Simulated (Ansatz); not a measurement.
In doubt: one-shot GW on d or f shells is unsure, so the values of those runs are not to be relied on.

Rows from a G0W0 calculation on Cs2AgBiF6 (Fm-3m) (Ansatz 0.2.0; G0W0 on PBE, plane waves, PAW; PAW set soft_1; 4×4×4 mesh, 1027 empty bands, screening to 170 eV, plasmon pole, PAW set soft_1 files), in eV. Spin-orbit coupling is left out.

| row | k | band | start | Σx | Σc at the solution | Vxc |
| --- | --- | --- | --- | --- | --- | --- |
| A | (0.000, 0.000, -0.500) | c1 | 8.737 | -9.116 | -3.568 | -13.554 |
| B | (0.000, 0.000, -0.500) | c2 | 10.400 | -12.258 | -3.073 | -16.506 |
| C | (0.000, -0.500, -0.500) | c1 | 9.895 | -10.943 | -3.007 | -15.003 |
| D | (0.000, -0.500, -0.500) | c2 | 10.155 | -9.452 | -3.869 | -14.383 |
| E | (0.000, -0.500, -0.500) | v1 | 6.039 | -34.107 | 4.394 | -28.493 |
| F | (0.000, 0.000, -0.500) | v1 | 5.151 | -35.150 | 4.978 | -28.534 |

Question: Work out each quasiparticle level and how far it moved.

The quasiparticle equation reads E = start + Σx + Σc(E) − Vxc.

| row | E (eV) | shift (eV) |
| --- | --- | --- |
| A | 9.607 | +0.870 |
| B | 11.576 | +1.176 |
| C | 10.949 | +1.054 |
| D | 11.217 | +1.062 |
| E | 4.819 | −1.220 |
| F | 3.513 | −1.638 |

The gap over the computed points goes from 2.70 eV to 4.79 eV.

Limits: not at the basis limit; d shell near the gap, gap tends to lie low; no spin-orbit coupling.

[Runs of the session that timed out or met a known fault of the program may be left out.]

[Cells called generated may have been cut or substituted from an entry of the Crystallography Open Database or the Materials Project.]

[Hosts, paths, dates, database ids (printed as entryN), source tags and the programs' standing remarks are cut or masked in the printed files.]
